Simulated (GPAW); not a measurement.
# Core-hole calculation of the Li K edge in LiMg (P-6m2), part 2 of 3

Aim: the near-edge shape at the Li K edge of LiMg (P-6m2), and what the core hole does to it.

GPAW 26.7.0; X-ray absorption from dipole matrix elements to empty bands, plane-wave PAW LDA.

So far. Step 2 (Ground state of the crystal): The mesh shows no gap, so the system is treated as a metal and the core electron is put at the Fermi level (neutral cell). Step 3 (Spectrum without a core hole, Li atom 2): Main maxima below 24 eV (height): 0.7 eV (0.62), 3.5 eV (0.74), 5.4 eV (0.87), 11.0 eV (1.72) and 14.7 eV (1.22). A K edge sees empty p states on the absorber.

### Step 5. Spectrum with XCH, Li atom 2

The holes are 5.9 Å apart. In GPAW the data set carries the hole's charge, so charge=0 means a charged cell and charge=-1 a neutral one. The excited electron is kept in the cell, where it fills the lowest empty states and screens the hole. After the field has converged, empty bands are computed with the density fixed and the dipole matrix elements are summed.

The input, xas.py:

```python
import numpy as np
from ase import Atoms
from ase.parallel import parprint, paropen
from gpaw import GPAW, PW, FermiDirac, Mixer, MixerDif, setup_paths
from gpaw.test import gen
setup_paths.insert(0, '.')
gen('Li', name='fch1s', xcname='LDA', corehole=(1, 0, 1), write_xml=True)
from gpaw.mpi import world
world.barrier()

atoms = Atoms('Mg4Li4',
    cell=[[-3.10849752, 0, -5.02546768],
     [3.10849752, 0, -5.02546768],
     [3.10849752, -5.38407564, 0]],
    scaled_positions=[[0.41666667, 0.08333333, 0.83333333],
     [0.41666667, 0.08333333, 0.33333333],
     [0.91666667, 0.58333333, 0.83333333],
     [0.91666667, 0.58333333, 0.33333333],
     [0, 0, 0],
     [0, 0, 0.5],
     [0.5, 0.5, 0],
     [0.5, 0.5, 0.5]],
    pbc=True)
atoms.calc = calc = GPAW(legacy_gpaw=True, mode=PW(500, force_complex_dtype=True), xc='LDA', setups={4: 'fch1s'},
    kpts={'size': (4, 4, 4), 'gamma': True}, occupations=FermiDirac(0.1),
    charge=-1, mixer=Mixer(0.1, 5, 50), maxiter=150,
    convergence={'density': 0.0001, 'eigenstates': 1e-6}, txt='scf.txt')
energy = atoms.get_potential_energy() + calc.get_reference_energy()
ef = calc.get_fermi_level()
out = dict(energy=energy, fermi=ef, forces=atoms.get_forces().tolist())
parprint(f'all-electron energy {energy:.4f} eV, Fermi level {ef:.4f} eV')
ev = np.array([[calc.get_eigenvalues(k, s) for k in range(len(calc.get_ibz_k_points()))] for s in range(calc.get_number_of_spins())])
out['homo'], out['lumo'], out['counts'] = ev[ev < ef].max(), ev[ev > ef].min(), sorted(set((ev < ef).sum((0, 2)).tolist()))
out['filled'] = (ev[:, 0] < ef).sum(1).tolist()

from ase.units import Ha
from gpaw.xas import dipole_matrix_elements
nb = int(calc.get_number_of_electrons() / 2) + 103
top, nb = nb, nb + 8 + nb // 12
nscf = calc.fixed_density(kpts={'size': (5, 5, 5), 'gamma': True}, nbands=nb,
    convergence={'bands': top, 'eigenstates': 5e-3}, maxiter=60, txt='nscf.txt')
cell = atoms.cell.array
ops = [cell.T @ U.T @ np.linalg.inv(cell.T) for U in nscf.wfs.kd.symmetry.op_scc]
E = np.arange(-6, 34, 0.1)
fwhm = np.interp(E, [4, 25], [0.9, 3.5])
Y, X, zero, highest = 0, 0, 1e9, 1e9
for spin in range(nscf.get_number_of_spins()):
    wfs = nscf.wfs
    mine = wfs.bd.get_slice()  # this rank's bands
    A = dipole_matrix_elements(wfs.setups[4])
    eps = np.zeros((wfs.kd.nibzkpts, nb))
    d = np.zeros((3, A.shape[1], wfs.kd.nibzkpts, nb), complex)
    for kpt in wfs.kpt_u:
        if kpt.s == spin and 4 in kpt.P_ani:
            eps[kpt.k, mine] = kpt.eps_n * Ha
            d[:, :, kpt.k, mine] = (kpt.weight * wfs.nspins / 2) ** 0.5 * np.inner(A, kpt.P_ani[4])
    world.sum(eps)
    world.sum(d)
    T = np.einsum('amkn,bmkn->abkn', d, d.conj()).real
    T = sum(np.einsum('ai,ijkn,bj->abkn', R, T, R) for R in ops) / len(ops)
    empty = eps > ef
    zero, highest = min(zero, eps[empty].min()), min(highest, eps[:, top - 1].min())
    lines = [(eps, T, empty)] if spin == 0 else lines + [(eps, T, empty)]
for eps, T, empty in lines:
    f = np.einsum('aakn->akn', T).reshape(3, -1)
    x = eps.ravel() - zero
    w = np.interp(x, E, fwhm) / 2.35482
    g = np.exp(-0.5 * ((E[:, None] - x) / w) ** 2) / (w * (2 * np.pi) ** 0.5)
    Y = Y + (f * empty.ravel()) @ g.T
    X = X + (f * ~empty.ravel()) @ g.T
out.update(E=E.round(2).tolist(), xas=Y.tolist(), xes=X.tolist(), zero=zero, valid=highest - zero, nk=len(eps), nb=nb)
for i in range(0, len(E), 10):
    parprint(f'{E[i]:7.2f}', *(f'{v:10.3e}' for v in Y[:, i]))
import json
with paropen('out.json', 'w') as f:
    json.dump(out, f)
```

Run with:

```console
$ OMP_NUM_THREADS=1 mpirun -n 4 gpaw python xas.py
```

Numbers of over 12 decimals in the logs are rounded to 6 here.

The log of the run:

```text
Input parameters:
  charge: -1
  convergence: {density: 0.0001,
                eigenstates: 1e-06}
  kpts: {gamma: True,
         size: (4, 4, 4)}
  maxiter: 150
  mixer: {backend: pulay,
          beta: 0.1,
          method: separate,
          nmaxold: 5,
          weight: 50}
  mode: {ecut: 500.0,
         force_complex_dtype: True,
         name: pw}
  occupations: {fixmagmom: False,
                name: fermi-dirac,
                width: 0.1}
  setups: {4: fch1s}

Initialize ...

[... PAW data sets ...]

Reference energy: -22439.966653  # eV

Spin-paired calculation

[... convergence settings ...]
Symmetries present (total): 4
  [... symmetry matrices ...]

64 k-points: 4 x 4 x 4 Monkhorst-Pack grid + [1/8,1/8,1/8]
18 k-points in the irreducible part of the Brillouin zone
       k-points in crystal coordinates                weights
   0:     0.00000000    0.00000000    0.00000000          1/64
   1:     0.00000000    0.00000000    0.25000000          2/64
   2:     0.00000000    0.00000000    0.50000000          1/64
   3:     0.25000000   -0.25000000   -0.25000000          2/64
   4:     0.25000000   -0.25000000    0.25000000          2/64
   5:     0.25000000   -0.25000000    0.50000000          4/64
   6:     0.25000000    0.00000000    0.00000000          8/64
   7:     0.25000000    0.00000000    0.50000000          8/64
   8:     0.25000000    0.25000000    0.00000000          2/64
   9:     0.25000000    0.25000000    0.25000000          4/64
          ...
  17:     0.50000000    0.50000000    0.50000000          1/64

Wave functions: Plane wave expansion
  Cutoff energy: 500.000 eV
  Number of coefficients (min, max): 4251, 4315
  Pulay-stress correction: 0.000000 eV/Ang^3 (de/decut=0.000000)
  Using FFTW library
  Wavefunction extrapolation:
    Improved wavefunction reuse through dual PAW basis

Occupation numbers: Fermi-Dirac:
  width: 0.1000  # eV

Eigensolver
   Davidson(niter=2)

Densities:
  Coarse grid: 35*35*35 grid
  Fine grid: 70*70*70 grid
  Total Charge: 0.000000

Density mixing:
  Method: separate
  Backend: pulay
  Linear mixing parameter: 0.1
  old densities: 5
  Width of damping distribution: 1.1
  Damping of long wavelength oscillations: 50

[... Hamiltonian set-up ...]
Number of atoms: 8
Number of atomic orbitals: 48
Number of bands in calculation: 31
Number of valence electrons: 45
Bands to converge: occupied

... initialized

Initializing position-dependent things.

Density initialized from atomic densities
Creating initial wave functions:
  31 bands from LCAO basis set

          Li
            Li

         Mg
           Mg
          Li
            Li

         Mg
           Mg

Atomic positions and initial magnetic moments

Positions:
   0 Mg     1.554249   -4.486730   -2.512734    ( 0.0000,  0.0000,  0.0000)
   1 Mg    -0.000000   -1.794692   -2.512734    ( 0.0000,  0.0000,  0.0000)
   2 Mg     1.554249   -4.486730   -7.538202    ( 0.0000,  0.0000,  0.0000)
   3 Mg    -0.000000   -1.794692   -7.538202    ( 0.0000,  0.0000,  0.0000)
   4 Li     0.000000    0.000000    0.000000    ( 0.0000,  0.0000,  0.0000)
   5 Li     1.554249   -2.692038    0.000000    ( 0.0000,  0.0000,  0.0000)
   6 Li     0.000000    0.000000   -5.025468    ( 0.0000,  0.0000,  0.0000)
   7 Li     1.554249   -2.692038   -5.025468    ( 0.0000,  0.0000,  0.0000)

Unit cell:
           periodic     x           y           z      points  spacing
  1. axis:    yes   -3.108498    0.000000   -5.025468    35     0.1356
  2. axis:    yes    3.108498    0.000000   -5.025468    35     0.1356
  3. axis:    yes    3.108498   -5.384076    0.000000    35     0.1538

  Lengths:   5.909152   5.909152   6.216995
  Angles:   74.750430 105.249570  63.477635

Effective grid spacing dv^(1/3) = 0.1577

iter:   1   -32.127922
iter:   2   -28.824118   -0.66  -0.88
iter:   3   -26.441133   -0.81  -1.05
iter:   4   -26.325577   -1.66  -1.47
iter:   5   -26.284691   -2.42  -1.59
iter:   6   -26.286305   -2.76  -1.82
iter:   7   -26.276080c  -3.74  -2.25
iter:   8   -26.274513c  -4.23  -2.77
iter:   9   -26.274228c  -5.01  -2.98
iter:  10   -26.274218c  -5.79  -3.33
iter:  11   -26.274243c  -5.88  -3.40
iter:  12   -26.274236c  -6.41c -3.79
iter:  13   -26.274239c  -7.16c -4.02c

Converged after 13 iterations.

Dipole moment: (-6.807996, -3.690855, -0.000000) |e|*Ang

Energy contributions relative to reference atoms: (reference = -22439.966653)

Kinetic:         +2.154913
Potential:       -0.772533
External:        +0.000000
XC:             -27.242092
Entropy (-ST):   -0.159268
Local:           -0.334894
SIC:             +0.000000
--------------------------
Free energy:    -26.353873
Extrapolated:   -26.274239

Showing only first 2 kpts
 Kpt  Band  Eigenvalues  Occupancy
  0    20      1.33160    1.99851
  0    21      1.39787    1.99711
  0    22      1.53631    1.98852
  0    23      2.06468    0.93548

  1    20      1.31065    1.99879
  1    21      1.45655    1.99481
  1    22      1.74642    1.90986
[...]
Fermi level: 2.05176

No gap
No difference between direct/indirect transitions

Forces in eV/Ang:
  0 Mg   -0.00000   -0.10232    0.00000
  1 Mg    0.00000    0.12206    0.36168
  2 Mg    0.00000   -0.10232    0.00000
  3 Mg    0.00000    0.12206   -0.36168
  4 Li    0.00000   -0.04401    0.00000
  5 Li   -0.03437   -0.00912    0.00000
  6 Li    0.00000    0.02204    0.00000
  7 Li    0.03437   -0.00912    0.00000
Scalar-relativistic atomic LDA calculation for Li (Lithium, Z=3)
Core hole in 1s state (1s occupation: 1.0)
300 radial gridpoints.
|------------------------------------------------|
|------------------------------------------------|
[... the atom generator's iteration count ...]

Energy contributions:
-------------------------
Kinetic:       +4.802428
XC:            -0.868730
Potential:     -8.792701
-------------------------
Total:         -4.859003

state      eigenvalue         ekin         rmax
-----------------------------------------------
1s^1.0 :    -3.111117     4.172383        0.342
2s^1.0 :    -0.451969     0.630045        2.146
2p^0.0 :    -0.373048     0.566752        1.896
-----------------------------------------------
(units: Bohr and Hartree)

Generating PAW setup
Kinetic energy of the core from tauc = 4.172937
Cutoffs:
rc(s)=2.000
rc(p)=2.000
rc(d)=2.000
rc(vbar)=1.800
rc(comp)=2.000
rc(nct)=2.000

Kinetic energy of the core states: 4.172383
Charge: 1.0
Core electrons: 1.0
Valence electrons: 1.0
Pseudo-core charge: 0.040575
Shape function alpha=2.500
Pseudo-electron charge 1.068451
state    eigenvalue         norm
--------------------------------
2s(1) :    -0.451969     1.027876
*s    :     0.548031
2p(0) :    -0.373048     0.945113
*p    :     0.626952
*d    :     0.000000
--------------------------------

Diagonalizing with gridspacing h=0.050

state   all-electron     PAW
-------------------------------
2s:      -0.451969    -0.451984
2p:      -0.373048    -0.373160
*d:                   -0.093511
*f:                   -0.020693
-------------------------------
<dir> UserWarning: Initial realspace grid (32,32,35) inconsistent with symmetries.
  warnings.warn(
<dir> UserWarning: Using symmetrized grid: (35,35,35).

  warnings.warn('Using symmetrized grid: ({},{},{}).\n'.format(*N_c))
<dir> UserWarning: Initial realspace grid (32,32,35) inconsistent with symmetries.
  warnings.warn(
<dir> UserWarning: Using symmetrized grid: (35,35,35).

  warnings.warn('Using symmetrized grid: ({},{},{}).\n'.format(*N_c))
<dir> UserWarning: Initial realspace grid (32,32,35) inconsistent with symmetries.
  warnings.warn(
<dir> UserWarning: Initial realspace grid (32,32,35) inconsistent with symmetries.
  warnings.warn(
<dir> UserWarning: Using symmetrized grid: (35,35,35).

  warnings.warn('Using symmetrized grid: ({},{},{}).\n'.format(*N_c))
<dir> UserWarning: Using symmetrized grid: (35,35,35).

  warnings.warn('Using symmetrized grid: ({},{},{}).\n'.format(*N_c))
all-electron energy -22466.2409 eV, Fermi level 2.0518 eV
[...]
31.00  1.386e-03  1.419e-03  1.791e-03
  32.00  1.227e-03  1.275e-03  1.783e-03
  33.00  1.090e-03  1.127e-03  1.673e-03
```

It took 54 s on 4 MPI ranks of Intel Xeon Platinum 8488C (Sapphire Rapids), shared host; peak memory 0.39 GiB; 3.6 min of CPU time.

The Li K spectrum, Li atom 2, excited-electron core hole (neutral cell) (energy from the lowest empty level; intensity scaled to a mean of 1 over the first 20 eV; polarised curves are means over the symmetry-equivalent atoms):

| E (eV) | isotropic | ε ⊥ c | ε ∥ c |
| --- | --- | --- | --- |
| -2.0 | 0.00 | 0.00 | 0.00 |
| -1.5 | 0.00 | 0.00 | 0.00 |
| -1.0 | 0.01 | 0.01 | 0.00 |
| -0.5 | 0.10 | 0.11 | 0.09 |
| 0.0 | 0.39 | 0.41 | 0.35 |
| 0.5 | 0.62 | 0.69 | 0.48 |
| 1.0 | 0.88 | 0.99 | 0.65 |
| 1.5 | 0.99 | 1.00 | 0.97 |
| 2.0 | 1.04 | 0.93 | 1.27 |
| 2.5 | 1.08 | 0.92 | 1.41 |
| 3.0 | 1.16 | 1.02 | 1.46 |
| 3.5 | 1.24 | 1.14 | 1.44 |
| 4.0 | 1.31 | 1.31 | 1.33 |
| 4.5 | 1.13 | 1.25 | 0.90 |
| 5.0 | 1.01 | 1.13 | 0.76 |
| 5.5 | 1.09 | 1.23 | 0.81 |
| 6.0 | 1.21 | 1.37 | 0.89 |
| 6.5 | 1.45 | 1.61 | 1.13 |
| 7.0 | 1.78 | 1.92 | 1.50 |
| 7.5 | 1.89 | 1.98 | 1.71 |
| 8.0 | 1.71 | 1.72 | 1.68 |
| 8.5 | 1.46 | 1.36 | 1.65 |
| 9.0 | 1.39 | 1.22 | 1.72 |
| 9.5 | 1.39 | 1.23 | 1.71 |
| 10.0 | 1.28 | 1.18 | 1.48 |
| 10.5 | 1.07 | 1.06 | 1.09 |
| 11.0 | 0.89 | 0.95 | 0.79 |
| 11.5 | 0.81 | 0.87 | 0.69 |
| 12.0 | 0.80 | 0.83 | 0.74 |
| 12.5 | 0.83 | 0.83 | 0.84 |
| 13.0 | 0.88 | 0.85 | 0.94 |
| 13.5 | 0.92 | 0.88 | 1.00 |
| 14.0 | 0.91 | 0.86 | 1.02 |
| 14.5 | 0.86 | 0.78 | 1.02 |
| 15.0 | 0.80 | 0.69 | 1.03 |
| 15.5 | 0.76 | 0.62 | 1.02 |
| 16.0 | 0.73 | 0.60 | 0.99 |
| 16.5 | 0.71 | 0.61 | 0.91 |
| 17.0 | 0.68 | 0.63 | 0.80 |
| 17.5 | 0.64 | 0.62 | 0.70 |
| 18.0 | 0.59 | 0.59 | 0.60 |
| 18.5 | 0.53 | 0.54 | 0.51 |
| 19.0 | 0.48 | 0.50 | 0.43 |
| 19.5 | 0.44 | 0.48 | 0.36 |
| 20.0 | 0.42 | 0.47 | 0.31 |
| 20.5 | 0.42 | 0.49 | 0.27 |
| 21.0 | 0.43 | 0.52 | 0.26 |
| 21.5 | 0.46 | 0.55 | 0.27 |
| 22.0 | 0.49 | 0.59 | 0.29 |
| 22.5 | 0.52 | 0.62 | 0.32 |
| 23.0 | 0.54 | 0.63 | 0.36 |
| 23.5 | 0.56 | 0.65 | 0.40 |
| 24.0 | 0.58 | 0.66 | 0.43 |
| 24.5 | 0.60 | 0.67 | 0.46 |
| 25.0 | 0.61 | 0.67 | 0.50 |
| 25.5 | 0.63 | 0.67 | 0.53 |
| 26.0 | 0.64 | 0.67 | 0.57 |
| 26.5 | 0.65 | 0.67 | 0.60 |
| 27.0 | 0.65 | 0.66 | 0.63 |
| 27.5 | 0.65 | 0.66 | 0.65 |
| 28.0 | 0.65 | 0.64 | 0.66 |
| 28.5 | 0.64 | 0.63 | 0.66 |
| 29.0 | 0.62 | 0.61 | 0.65 |
| 29.5 | 0.60 | 0.58 | 0.64 |
| 30.0 | 0.58 | 0.55 | 0.63 |
| 30.5 | 0.56 | 0.52 | 0.63 |
| 31.0 | 0.54 | 0.50 | 0.63 |
| 31.5 | 0.52 | 0.47 | 0.63 |
| 32.0 | 0.50 | 0.44 | 0.63 |

Main maxima below 24 eV (height): 3.9 eV (1.32), 7.4 eV (1.89) and 13.7 eV (0.92). 

The total-energy difference is 57.02 eV. One term is added: -3.34 eV, since the hole is spin-paired here and a spin-polarised one costs that much less in the free atom (computed apart). The photon energy is then 53.69 eV. The tabulated edge of the element is 54.7 eV. The functional leaves an error in such absolute values: in the free atom LDA prices this hole 1.0 eV below PBE (computed apart), and PBE is itself good to a few eV.

### Step 6. Spectrum with FCH, Li atom 2

The holes are 5.9 Å apart. In GPAW the data set carries the hole's charge, so charge=0 means a charged cell and charge=-1 a neutral one. The excited electron is left out and a uniform background balances the charge. After the field has converged, empty bands are computed with the density fixed and the dipole matrix elements are summed.

Changed against the first core-hole run: core hole to FCH.

Changes to xas.py since step 5:

```diff
@@ -25,3 +25,3 @@
     kpts={'size': (4, 4, 4), 'gamma': True}, occupations=FermiDirac(0.1),
-    charge=-1, mixer=Mixer(0.1, 5, 50), maxiter=150,
+    charge=0, mixer=Mixer(0.1, 5, 50), maxiter=150,
     convergence={'density': 0.0001, 'eigenstates': 1e-6}, txt='scf.txt')
```

The log of the run:

```text
Input parameters:
  convergence: {density: 0.0001,
                eigenstates: 1e-06}
  kpts: {gamma: True,
         size: (4, 4, 4)}
  maxiter: 150
  mixer: {backend: pulay,
          beta: 0.1,
          method: separate,
          nmaxold: 5,
          weight: 50}
  mode: {ecut: 500.0,
         force_complex_dtype: True,
         name: pw}
  occupations: {fixmagmom: False,
                name: fermi-dirac,
[...]
warnings.warn('Using symmetrized grid: ({},{},{}).\n'.format(*N_c))
<dir> UserWarning: Initial realspace grid (32,32,35) inconsistent with symmetries.
  warnings.warn(
<dir> UserWarning: Using symmetrized grid: (35,35,35).

  warnings.warn('Using symmetrized grid: ({},{},{}).\n'.format(*N_c))
all-electron energy -22468.2756 eV, Fermi level 1.9754 eV
[...]
32.00  1.245e-03  1.292e-03  1.777e-03
  33.00  1.107e-03  1.146e-03  1.689e-03
[key lines of the parts left out:]
Converged after 13 iterations.
Dipole moment: (-6.782378, -3.695303, -0.000000) |e|*Ang
Free energy:    -28.371480
Fermi level: 1.97545
```

The job ended after 57 s (4 MPI ranks; peak memory 0.38 GiB; 3.8 min of CPU time).

| E (eV) | first run | this run |
| --- | --- | --- |
| -2.0 | 0.00 | 0.00 |
| -1.0 | 0.01 | 0.00 |
| 0.0 | 0.39 | 0.54 |
| 1.0 | 0.88 | 0.81 |
| 2.0 | 1.04 | 1.04 |
| 3.0 | 1.16 | 1.16 |
| 4.0 | 1.31 | 1.33 |
| 5.0 | 1.01 | 1.02 |
| 6.0 | 1.21 | 1.15 |
| 7.0 | 1.78 | 1.64 |
| 8.0 | 1.71 | 1.80 |
| 9.0 | 1.39 | 1.37 |
| 10.0 | 1.28 | 1.31 |
| 11.0 | 0.89 | 0.94 |
| 12.0 | 0.80 | 0.78 |
| 13.0 | 0.88 | 0.84 |
| 14.0 | 0.91 | 0.90 |
| 15.0 | 0.80 | 0.81 |
| 16.0 | 0.73 | 0.73 |
| 17.0 | 0.68 | 0.68 |
| 18.0 | 0.59 | 0.60 |
| 19.0 | 0.48 | 0.49 |
| 20.0 | 0.42 | 0.42 |
| 21.0 | 0.43 | 0.42 |
| 22.0 | 0.49 | 0.47 |
| 23.0 | 0.54 | 0.53 |
| 24.0 | 0.58 | 0.57 |
| 25.0 | 0.61 | 0.60 |
| 26.0 | 0.64 | 0.63 |
| 27.0 | 0.65 | 0.64 |
| 28.0 | 0.65 | 0.64 |
| 29.0 | 0.62 | 0.62 |
| 30.0 | 0.58 | 0.58 |
| 31.0 | 0.54 | 0.54 |
| 32.0 | 0.50 | 0.50 |

The scaled spectrum changes by 5 % r.m.s. The highest intensity below 16 eV goes from 7.4 eV (1.89) to 7.6 eV (1.88).

The photon energy of the zero moves by -0.06 eV.

### Step 7. Reference energy of the supercell

The cutoff changes for the next run, so it gets a reference energy of its own.

The input, scf.py:

```python
import numpy as np
from ase import Atoms
from ase.parallel import parprint, paropen
from gpaw import GPAW, PW, FermiDirac, Mixer, MixerDif, setup_paths
from gpaw.test import gen
setup_paths.insert(0, '.')
gen('Li', name='nch1s', xcname='LDA', corehole=(1, 0, 0), write_xml=True)
from gpaw.mpi import world
world.barrier()

atoms = Atoms('Mg4Li4',
    cell=[[-3.10849752, 0, -5.02546768],
     [3.10849752, 0, -5.02546768],
     [3.10849752, -5.38407564, 0]],
    scaled_positions=[[0.41666667, 0.08333333, 0.83333333],
     [0.41666667, 0.08333333, 0.33333333],
     [0.91666667, 0.58333333, 0.83333333],
     [0.91666667, 0.58333333, 0.33333333],
     [0, 0, 0],
     [0, 0, 0.5],
     [0.5, 0.5, 0],
     [0.5, 0.5, 0.5]],
    pbc=True)
atoms.calc = calc = GPAW(legacy_gpaw=True, mode=PW(160, force_complex_dtype=True), xc='LDA', setups={4: 'nch1s'},
    kpts={'size': (4, 4, 4), 'gamma': True}, occupations=FermiDirac(0.1),
    charge=0, mixer=Mixer(0.1, 5, 50), maxiter=150,
    convergence={'density': 0.0001, 'eigenstates': 1e-6}, txt='scf.txt')
energy = atoms.get_potential_energy() + calc.get_reference_energy()
ef = calc.get_fermi_level()
out = dict(energy=energy, fermi=ef, forces=atoms.get_forces().tolist())
parprint(f'all-electron energy {energy:.4f} eV, Fermi level {ef:.4f} eV')
ev = np.array([[calc.get_eigenvalues(k, s) for k in range(len(calc.get_ibz_k_points()))] for s in range(calc.get_number_of_spins())])
out['homo'], out['lumo'], out['counts'] = ev[ev < ef].max(), ev[ev > ef].min(), sorted(set((ev < ef).sum((0, 2)).tolist()))
out['filled'] = (ev[:, 0] < ef).sum(1).tolist()
import json
with paropen('out.json', 'w') as f:
    json.dump(out, f)
```

Run with:

```console
$ OMP_NUM_THREADS=1 mpirun -n 4 gpaw python scf.py
```

The log of the run:

```text
Input parameters:
  convergence: {density: 0.0001,
                eigenstates: 1e-06}
  kpts: {gamma: True,
         size: (4, 4, 4)}
  maxiter: 150
  mixer: {backend: pulay,
          beta: 0.1,
          method: separate,
          nmaxold: 5,
          weight: 50}
  mode: {ecut: 160.0,
         force_complex_dtype: True,
         name: pw}
  occupations: {fixmagmom: False,
                name: fermi-dirac,
[...]
warnings.warn('Using symmetrized grid: ({},{},{}).\n'.format(*N_c))
<dir> UserWarning: Using symmetrized grid: (20,20,20).

  warnings.warn('Using symmetrized grid: ({},{},{}).\n'.format(*N_c))
<dir> UserWarning: Initial realspace grid (18,18,20) inconsistent with symmetries.
  warnings.warn(
<dir> UserWarning: Using symmetrized grid: (20,20,20).

  warnings.warn('Using symmetrized grid: ({},{},{}).\n'.format(*N_c))
all-electron energy -22520.6489 eV, Fermi level 2.0461 eV
[key lines of the parts left out:]
Converged after 10 iterations.
Dipole moment: (-6.777031, -3.748869, 0.000000) |e|*Ang
Free energy:    -13.367512
Fermi level: 2.04613
```

Run time: 5 s. Hardware: 4 MPI ranks; peak memory 0.18 GiB; 19 s of CPU time.

The run finished; it serves as a test, and its numbers are not taken as the result.

[end of part 2 of 3]

[Banner, clock and machine lines of the logs are left out without a mark of their own.]

[Logs are printed without paths, hosts, clocks, repeated set-up lines and the standing remarks that a program may print on its own settings, such as how far it seeks lower states.]

[Hosts, paths, dates, database ids (printed as entryN), source tags and the programs' standing remarks are cut or masked in the printed files.]

[Lists of maxima count a maximum above −3 eV only where it reaches 4 % of the highest in the window and stands out from its surroundings by 2 % of it (1.5 % where it reaches 55 %); shoulders and weaker maxima are passed over, and of the rest the first, up to two pre-edge ones and the few strongest are named.]
